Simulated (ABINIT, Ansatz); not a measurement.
## CaAgH3 (Pm-3m): zone-centre phonons

Wanted: the vibrations of CaAgH3 (Pm-3m) at Γ, by two programs.

Method: DFT LDA, scalar-relativistic, plane waves, PseudoDojo norm-conserving pseudopotentials, in ABINIT 10.8.3.

The structure was built from a prototype and need not be the compound's stable phase.

## 1. The structure

Symmetry: Pm-3m, No. 221, cubic system. The conventional cell has a = 4.006 Å, b = 4.006 Å, c = 4.006 Å, α = 90.00°, β = 90.00°, γ = 90.00°. Ag has 12 H at 2.83 Å nearest. Nearest to Ca lie 6 H at 2.00 Å. H has 2 Ca at 2.00 Å nearest. Farther neighbours are not listed.

Structure file:

```cif
data_structure
_symmetry_space_group_name_H-M 'Pm-3m'
_symmetry_Int_Tables_number 221
_cell_length_a 4.0059
_cell_length_b 4.0059
_cell_length_c 4.0059
_cell_angle_alpha 90.000
_cell_angle_beta 90.000
_cell_angle_gamma 90.000
_cell_volume 64.28
loop_
_atom_site_label
_atom_site_type_symbol
_atom_site_symmetry_multiplicity
_atom_site_Wyckoff_symbol
_atom_site_fract_x
_atom_site_fract_y
_atom_site_fract_z
_atom_site_occupancy
Ag1 Ag 1 a 0.00000 0.00000 0.00000 1
Ca1 Ca 1 b 0.50000 0.50000 0.50000 1
H1 H 3 c 0.50000 0.50000 0.00000 1
```

## 2. Relaxation

The harmonic expansion needs vanishing forces, and a free crystal bears no stress, so cell and atoms are brought to rest. Stress is more sensitive to the basis than forces are: the last 3 Ha under the cutoff are smoothed with ecutsm, and the cutoff is raised above that of the later runs.

The starting cell comes from a relaxation made beforehand in Ansatz (LDA, PseudoDojo NC).

File relax.abi:

```
# relaxation
ionmov 2
optcell 2
dilatmx 1.08
ntime 40
tolmxf 1.0d-05
tolvrs 1.0d-14
prtwf 0
prtden 0
chksymtnons 0

# basis, mesh and filling
ecut 48.0
ecutsm 3.0
ngkpt 6 6 6
nshiftk 1
shiftk 0.0 0.0 0.0
istwfk *1
occopt 7
tsmear 0.001
nband 24
nstep 100
diemac 9.0
prtebands 0
prtgsr 0
useylm 1

# cell and atoms
acell 3*1.0 Angstrom
rprim 
    4.005884132 0.0 0.0
    0.0 4.005884132 0.0
    0.0 0.0 4.005884132
ntypat 3
znucl 47 20 1
natom 5
typat 1 2 3 3 3
xred 
    0.0 0.0 0.0
    0.5 0.5 0.5
    0.5 0.5 0.0
    0.5 0.0 0.5
    0.0 0.5 0.5
pp_dirpath "./pseudo"
pseudos "Ag.upf, Ca.upf, H.upf"
```

On the command line:

```sh
$ OMP_NUM_THREADS=1 mpirun -n 4 abinit relax.abi > relax.log
```

Numbers of over 12 decimals in the logs are rounded to 6 here.

relax.abo, the main output file:

```text
[banners, grids, parts of the stress and lines that vanish by symmetry left out]
- input  file    -> relax.abi
- output file    -> relax.abo
- root for input  files -> relaxi
[...]
Symmetries : space group Pm -3 m (#221); Bravais cP (primitive cubic)
[...]
mpw =        8724          nfft =      157464          nkpt =          20
[...]
== DATASET  1 ==================================================================
[...]
cutoff_energies: {ecut:  48.0, pawecutdg:  -1.0, }
[...]
ETOT  1  -194.71673219029    -1.947E+02 1.241E-01 4.821E+03
 ETOT  2  -194.99820463165    -2.815E-01 1.258E-02 3.736E+03
 ETOT  3  -195.32467872161    -3.265E-01 1.781E-02 4.229E+01
 ETOT  4  -195.32639774580    -1.719E-03 4.228E-03 1.858E+01
 ETOT  5  -195.32790650173    -1.509E-03 1.572E-03 1.442E-01
[...]
At SCF step   13       vres2   =  4.51E-15 < tolvrs=  1.00E-14 =>converged.
[...]
sigma(1 1)=  3.29632820E-07  sigma(3 2)=  0.00000000E+00
  sigma(2 2)=  3.29632820E-07  sigma(3 1)=  0.00000000E+00
  sigma(3 3)=  3.29632820E-07  sigma(2 1)=  0.00000000E+00
[...]
convergence: {deltae:  5.343E-12, res2:  4.514E-15, residm:  3.055E-04, diffor: null, }
etotal    :  -1.95327932E+02
[...]
ETOT  1  -195.32793166682    -1.953E+02 1.246E-04 1.339E-03
[...]
At SCF step    9       vres2   =  4.78E-16 < tolvrs=  1.00E-14 =>converged.
[...]
sigma(1 1)=  2.89416589E-07  sigma(3 2)=  0.00000000E+00
  sigma(2 2)=  2.89416589E-07  sigma(3 1)=  0.00000000E+00
  sigma(3 3)=  2.89416589E-07  sigma(2 1)=  0.00000000E+00
[...]
convergence: {deltae: -1.830E-11, res2:  4.781E-16, residm:  4.816E-05, diffor: null, }
etotal    :  -1.95327932E+02
[...]
ETOT  1  -195.32792531991    -1.953E+02 3.131E-05 6.917E-02
[...]
ETOT  9  -195.32793180542     2.962E-11 2.780E-06 2.361E-14
 ETOT 10  -195.32793180543    -1.702E-11 3.242E-06 2.060E-16
 At SCF step   10       vres2   =  2.06E-16 < tolvrs=  1.00E-14 =>converged.
[...]
sigma(1 1)= -1.72295205E-10  sigma(3 2)=  0.00000000E+00
  sigma(2 2)= -1.72295211E-10  sigma(3 1)=  0.00000000E+00
  sigma(3 3)= -1.72295190E-10  sigma(2 1)=  0.00000000E+00
[...]
convergence: {deltae: -1.702E-11, res2:  2.060E-16, residm:  3.242E-06, diffor: null, }
etotal    :  -1.95327932E+02
[...]
At Broyd/MD step   3, gradients are converged :
[...]
sigma(1 1)= -1.72295205E-10  sigma(3 2)=  0.00000000E+00
  sigma(2 2)= -1.72295211E-10  sigma(3 1)=  0.00000000E+00
  sigma(3 3)= -1.72295190E-10  sigma(2 1)=  0.00000000E+00
[...]
- sigma(1 1)= -5.06909994E-06  sigma(3 2)=  0.00000000E+00
- sigma(2 2)= -5.06910012E-06  sigma(3 1)=  0.00000000E+00
- sigma(3 3)= -5.06909951E-06  sigma(2 1)=  0.00000000E+00
[...]
fcart     -0.0000000000E+00 -0.0000000000E+00 -0.0000000000E+00
           strten     -1.7229520501E-10 -1.7229521108E-10 -1.7229519027E-10
================================================================================

[key lines of the parts left out:]
pressure_GPa:   5.0691E-06
Total energy (etotal) [Ha]= -1.95327931805435E+02
```

Wall time 1.9 min (4 MPI ranks of Arm Neoverse V1, shared host).

Little changed from the start: no atom moved by 0.005 Å and no cell edge by 0.1 %.

Read from the output:

```yaml
volume_per_atom: 12.85 Å³
pressure: 5.07e-6 GPa
gap_on_the_k_mesh: 0 eV
```

## 3. Self-consistent run for the response

The response is built on these wavefunctions, so the potential is converged far more tightly than an energy would need. Occupations are smeared.

File gs.abi:

```
# ground state
tolvrs 1.0d-16
prtden 1
prtwf 1

# basis, mesh and filling
ecut 39.0
ngkpt 6 6 6
nshiftk 1
shiftk 0.0 0.0 0.0
istwfk *1
occopt 7
tsmear 0.001
nband 24
nstep 100
diemac 9.0
prtebands 0
prtgsr 0
useylm 1

# cell and atoms
acell 3*1.0 Angstrom
rprim 
    4.005559506 0.0 0.0
    0.0 4.005559506 0.0
    0.0 0.0 4.005559506
ntypat 3
znucl 47 20 1
natom 5
typat 1 2 3 3 3
xred 
    0.0 0.0 0.0
    0.5 0.5 0.5
    0.5 0.5 0.0
    0.5 0.0 0.5
    0.0 0.5 0.5
pp_dirpath "./pseudo"
pseudos "Ag.upf, Ca.upf, H.upf"
```

On the command line:

```sh
$ OMP_NUM_THREADS=1 mpirun -n 4 abinit gs.abi > gs.log
```

gs.abo, the main output file:

```text
[banners, grids, parts of the stress and lines that vanish by symmetry left out]
- input  file    -> gs.abi
- output file    -> gs.abo
- root for input  files -> gsi
[...]
Symmetries : space group Pm -3 m (#221); Bravais cP (primitive cubic)
[...]
mpw =        5061          nfft =       91125          nkpt =          20
[...]
== DATASET  1 ==================================================================
[...]
cutoff_energies: {ecut:  39.0, pawecutdg:  -1.0, }
[...]
ETOT  1  -194.86609644847    -1.949E+02 1.330E-01 2.094E+03
 ETOT  2  -195.12759909971    -2.615E-01 1.647E-02 1.262E+03
 ETOT  3  -195.32481762509    -1.972E-01 2.123E-02 7.045E+00
 ETOT  4  -195.32723548840    -2.418E-03 1.888E-03 3.417E+00
 ETOT  5  -195.32777343287    -5.379E-04 7.954E-04 1.772E-02
[...]
ETOT 13  -195.32777815728    -1.123E-11 8.481E-05 5.900E-16
 ETOT 14  -195.32777815728     1.648E-12 1.670E-04 6.024E-18
 At SCF step   14       vres2   =  6.02E-18 < tolvrs=  1.00E-16 =>converged.
[...]
sigma(1 1)=  6.35220263E-06  sigma(3 2)=  0.00000000E+00
  sigma(2 2)=  6.35220263E-06  sigma(3 1)=  0.00000000E+00
  sigma(3 3)=  6.35220263E-06  sigma(2 1)=  0.00000000E+00
[...]
convergence: {deltae:  1.648E-12, res2:  6.024E-18, residm:  1.670E-04, diffor: null, }
etotal    :  -1.95327778E+02
[...]
sigma(1 1)=  6.35220263E-06  sigma(3 2)=  0.00000000E+00
  sigma(2 2)=  6.35220263E-06  sigma(3 1)=  0.00000000E+00
  sigma(3 3)=  6.35220263E-06  sigma(2 1)=  0.00000000E+00
[...]
- sigma(1 1)=  1.86888254E-01  sigma(3 2)=  0.00000000E+00
- sigma(2 2)=  1.86888254E-01  sigma(3 1)=  0.00000000E+00
- sigma(3 3)=  1.86888254E-01  sigma(2 1)=  0.00000000E+00
[...]
fcart     -0.0000000000E+00 -0.0000000000E+00 -0.0000000000E+00
           strten      6.3522026269E-06  6.3522026269E-06  6.3522026269E-06
================================================================================

[key lines of the parts left out:]
pressure_GPa:  -1.8689E-01
```

The job ended after 32 s (4 MPI ranks; 2.1 min of CPU time).

This step gave:

* pressure: -0.1869 GPa

The cell stands at -0.19 GPa: the relaxation ran with a smoothed and higher cutoff, and the difference is a stress of the finite basis.

(Part 1 of 4 ends here.)

[Host names and launcher messages were left out of these logs when they were recorded.]

[Logs are printed without paths, hosts, clocks, repeated set-up lines and the standing remarks that a program may print on its own settings, such as how far it seeks lower states.]

[Hosts, paths, dates, database ids (printed as entryN), source tags and the programs' standing remarks are cut or masked in the printed files.]
